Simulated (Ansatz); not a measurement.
# Os (P6_3/mmc, 2 atoms in the cell) under biaxial strain in the (0001) plane, that of a and b, part 2 of 2

Wanted: the shifts of the zone-centre modes of Os (P6_3/mmc, 2 atoms in the cell) with strain.

Ansatz 0.2.0; DFT LDA, scalar-relativistic, plane waves, PAW; PAW set soft_1.

So far, highest optical mode at the zone centre (no LO-TO term) (cm⁻¹): step 5 (zone-centre response at rest) 229; step 7 (strain 4 %) 233.

### Step 8. A member of the series: biaxial strain of -4 % in the (0001) plane, that of a and b

The cell takes a biaxial strain of -4 % in the (0001) plane, that of a and b. The strained lengths are held, while the rest of the cell and the atoms relax.

input.yaml reads:

```yaml
crystal:
  lattice:
    - [2.6066461986, 0.0, 0.0]
    - [-1.3033230993, 2.2574218267, 0.0]
    - [0.0, 0.0, 4.3597574363]
  atoms:
    - { symbol: Os, position: [0.3333333333, 0.6666666667, 0.25] }
    - { symbol: Os, position: [0.6666666667, 0.3333333333, 0.75] }
kpoints:
  mp_grid: { grid: [18, 18, 12] }
hamiltonian:
  xc: lda
  pseudopotentials: { kind: paw, azcp: { folder: soft_1 }, xc_functional: pbe }
scf:
  occupations: { method: methfessel_paxton, width: 0.2 }
output:
  forces: true
  stress: true
  eigenvalues: true
relax:
  adjacent_minimum: "off"
  f_tol: 0.001
  max_steps: 60
  cell: { stress_tol: 0.01, fix: [a, b, gamma] }
```

The run is started by

```sh
ansatz run input.yaml --threads 4 --pin off --max-ram 10240MiB --backend cpu --events-out ev --progress --plain --runs-dir out
```

Numbers of over 12 decimals in the logs are rounded to 6 here.

Output:

```text
[...]
Crystal: 2 atoms, lattice volume = 25.654 Å³
Basis set: ecut = 420 eV, 537 PW (Γ)
Bands: 20, of which v1, the nominal top of the filled ones, is band 16 counted from 1 (15 counted from 0)
Symmetry: 24 space group operations
[...]
k-points: 259 of 3888
[...]
k-point 258: bands = [... 12 lower, 24.5324, 24.5324, 26.5335, 26.5335, 30.3161, 30.3161, 37.6707, 37.6707]
--- Relaxed structure (4 steps of the walk, 3 accepted, 1 SCFs on fresh bases) ---
[...]
cell:  # Å, volume = 25.7989 Å³
    - [2.606646, 0, 0.0]
    - [-1.303323, 2.257422, 0.0]
    - [0.0, 0.0, 4.384364]
  atoms:
    - { symbol: Os, position: [0.333333, 0.666667, 0.25] }
    - { symbol: Os, position: [0.666667, 0.333333, 0.75] }
[key lines of the parts left out:]
SCF converged after 5 iterations
Free energy (F): -22238.770354 eV
Fermi energy:    28.266475 eV
P = ⅓ Tr σ = 32.0631 GPa (320.631 kbar)
```

The job ended after 8.5 s (4 threads of Arm Neoverse V1, shared host; peak memory 0.41 GiB).

Relaxation path:

| step | energy less that of the first step (eV) | largest force component (eV/Å) | pressure (GPa) | volume (Å³) |
| --- | --- | --- | --- | --- |
| 1 | 0.0000 | 0.0000 | 35.14 | 25.65 |
| 2 | 0.0025 | 0.0000 | 28.00 | 26.00 |
| 3 | -0.0024 | 0.0000 | 31.98 | 25.80 |
| 4 | -0.0024 | 0.0000 | 32.07 | 25.80 |
| 5* | -0.0025 | 0.0000 | 32.06 | 25.80 |

Relaxation steps marked * repeat the geometry before them on a plane-wave basis chosen anew for their cell, so energy and pressure can jump there. Relaxation step 2 was tried and not accepted.

Forces are held to the 24 operations that the run works with; a distortion that breaks them can't arise in this run.

```
conventional cell, symmetrised  before  after  change
                         a (Å)   2.607  2.607  -0.0 %
                         b (Å)   2.607  2.607  -0.0 %
                         c (Å)   4.360  4.384  +0.6 %
              volume (Å³/atom)   12.83  12.90  +0.6 %
```

Final coordinates:

```xyz
2
Lattice="2.6066 0.0000 0.0000 -1.3033 2.2574 0.0000 0.0000 0.0000 4.3844" Properties=species:S:1:pos:R:3 pbc="T T T"
Os    0.0000    1.5049    1.0961
Os    1.3033    0.7525    3.2883
```

This step gave:

```
pressure        : 32.06 GPa
volume per atom : 12.90 Å³
```

The forces vanish by symmetry.

### Step 9. Modes of this member: biaxial strain of -4 % in the (0001) plane, that of a and b

The zone-centre modes follow for biaxial strain of -4 % in the (0001) plane, that of a and b.

input.yaml, the sections that differ from step 8:

```yaml
crystal:
  lattice:
    - [2.6066461986, 0.0, 0.0]
    - [-1.3033230993, 2.2574218267, 0.0]
    - [0.0, 0.0, 4.3843639226]
  atoms:
    - { symbol: Os, position: [0.3333333333, 0.6666666667, 0.25] }
    - { symbol: Os, position: [0.6666666667, 0.3333333333, 0.75] }
output:
  eigenvalues: true
phonons:
  method: dfpt
# kpoints, hamiltonian, scf: as in step 8
# relax: removed
```

Output:

```text
[...]
Crystal: 2 atoms, lattice volume = 25.799 Å³
Basis set: ecut = 420 eV, 537 PW (Γ), exchange–correlation on 36×36×60 points (8 copies of the dense FFT grid, shifted against one another)
Bands: 20, of which v1, the nominal top of the filled ones, is band 16 counted from 1 (15 counted from 0)
Symmetry: 24 space group operations
k-points: 637 of 3888 (irreducible under 4 space group operations, time reversal used)
[...]
k-point 2: bands = [... 12 lower, 24.8039, 25.5024, 25.5024, 26.6970, 27.5330, 27.5330, 30.2002, 30.2002, ... 4 higher]
  k-point 636: bands = [... 12 lower, 24.5497, 24.5497, 26.4012, 26.4012, 30.8384, 30.8384, 34.0132, 34.0132, ... 4 higher]
[...]
ASR residual: 7.240e-5 → 0.000e0 eV/Å²; symmetrization residual: 6.342e-13 eV/Å²
  ASR residual per site (eV/Å²): 7.24e-5 7.24e-5
  Γ frequencies (cm⁻¹): 0.00 0.00 0.00 163.91 163.91 216.87
[...]
[key lines of the parts left out:]
SCF converged after 8 iterations
Free energy (F): -22238.770355 eV
Fermi energy:    28.266475 eV
```

Elapsed: 23 s, on 4 threads; peak memory 1.2 GiB; 85 s of CPU time.

This step gave:

```yaml
sum_rule_residual_before_enforcement: 7.24e-5 eV/Å²
highest_optical_mode_at_the_zone_centre_no_lo_to_term: 216.9 cm⁻¹
lowest_optical_zone_centre_mode: 163.9 cm⁻¹
```

Patterns of degenerate modes are one choice out of their space. Modes at Γ:

```
mode  frequency (cm⁻¹)  symmetry
   1               0.0  acoustic
   2               0.0  acoustic
   3               0.0  acoustic
   4             163.9       E2g
   5             163.9       E2g
   6             216.9       B1g
```

Displacements in mode 4 (163.9 cm⁻¹), the largest set to 1:
```
Os1  0.00 -1.00  0.00
Os2  0.00  1.00  0.00
```

Displacements in mode 6 (216.9 cm⁻¹), the largest set to 1:
```
Os1  0.00  0.00  1.00
Os2  0.00  0.00 -1.00
```

The lowest optical mode is real, 164 cm⁻¹, and the highest lies at 216.9 cm⁻¹.

For the highest optical mode at the zone centre (no LO-TO term), step 5 gave 229 cm⁻¹; this run, with strain -4 %, gives 217 cm⁻¹ (-5 %).

### Step 10. All members side by side

The members are set side by side, also those not shown above.

Stress is positive in compression; energies are extrapolated to zero smearing, and E0 is that at rest; the edges not held and the atoms are relaxed in each cell; all runs use 18×18×12 k points and Methfessel-Paxton smearing of 0.2 eV. State of the crystal along the series:

```
strain (%)  in-plane stress (GPa)  free strain along c (%)  E - E0 (meV/atom)
        -4                   48.1                    2.179              150.6
        -3                  34.11                    1.606              81.52
        -2                  21.35                     1.07              34.62
        -1                  9.935                   0.5471              8.226
         0              -0.001135                        0                  0
         1                 -8.589                  -0.5743              7.585
         2                 -16.12                   -1.152              28.93
         3                 -22.79                   -1.716              62.64
         4                 -28.54                   -2.291              107.4
```

Optical modes are counted from below at rest and tracked from member to member by their patterns, and modes that stay within 0.3 cm⁻¹ of each other stand once; labels, where given, are those at rest; the edges not held and the atoms are relaxed in each cell; all runs use 18×18×12 k points and Methfessel-Paxton smearing of 0.2 eV. Optical modes along the series:

| strain (%) | optical mode 1 E2g (cm⁻¹) | optical mode 2 B1g (cm⁻¹) |
| --- | --- | --- |
| -4 | 163.9 | 216.9 |
| -3 | 165.2 | 220.6 |
| -2 | 166.7 | 223.7 |
| -1 | 167.6 | 226.4 |
| 0 | 168.5 | 228.8 |
| 1 | 169.7 | 230.7 |
| 2 | 171 | 231.8 |
| 3 | 171.6 | 232.4 |
| 4 | 171.4 | 232.6 |

Value and slope at zero strain of a cubic (a lower polynomial where under five rows exist) through the rows within 2 % of rest. Slopes at rest:

| mode | frequency (cm⁻¹) | shift per percent of strain (cm⁻¹) | shift per GPa of compressive stress (cm⁻¹) |
| --- | --- | --- | --- |
| optical mode 1 E2g | 168.5 | 1.05 | -0.11 |
| optical mode 2 B1g | 228.8 | 2.14 | -0.23 |

### Step 11. Results

```
members                                                          : 9
highest optical mode at the zone centre (no LO-TO term), at rest : 228.8 cm⁻¹
biaxial modulus in the (0001) plane, that of a and b             : 923 GPa
optical mode 1 E2g, shift per percent                            : 1.05 cm⁻¹
optical mode 2 B1g, shift per percent                            : 2.14 cm⁻¹
```

The stress changes by 9.23 GPa for each percent, a biaxial modulus of 923 GPa in the (0001) plane, that of a and b. For each percent the free edge responds with -0.56 %. Within 2 % of rest optical mode 2 B1g bends away from a straight line, so a single slope holds only near rest. These are harmonic frequencies at zero temperature: anharmonic shifts, linewidths and thermal expansion are left out. Spin-orbit coupling is left out, which can matter for the heavy elements here. With no gap, or one that is small against the smearing, the frequencies hang on the k mesh and the smearing, most of all near Kohn anomalies. The PAW files were made for PBE; the program adapts parts of them to the functional of the run, but their partial waves stay those of PBE, an approximation that was not tested in this session. Only the zone centre was solved, so an instability at another wavevector cannot show here.

[Logs are printed without paths, hosts, clocks, repeated set-up lines and the standing remarks that a program may print on its own settings, such as how far it seeks lower states.]

[Hosts, paths, dates, database ids (printed as entryN), source tags and the programs' standing remarks are cut or masked in the printed files.]
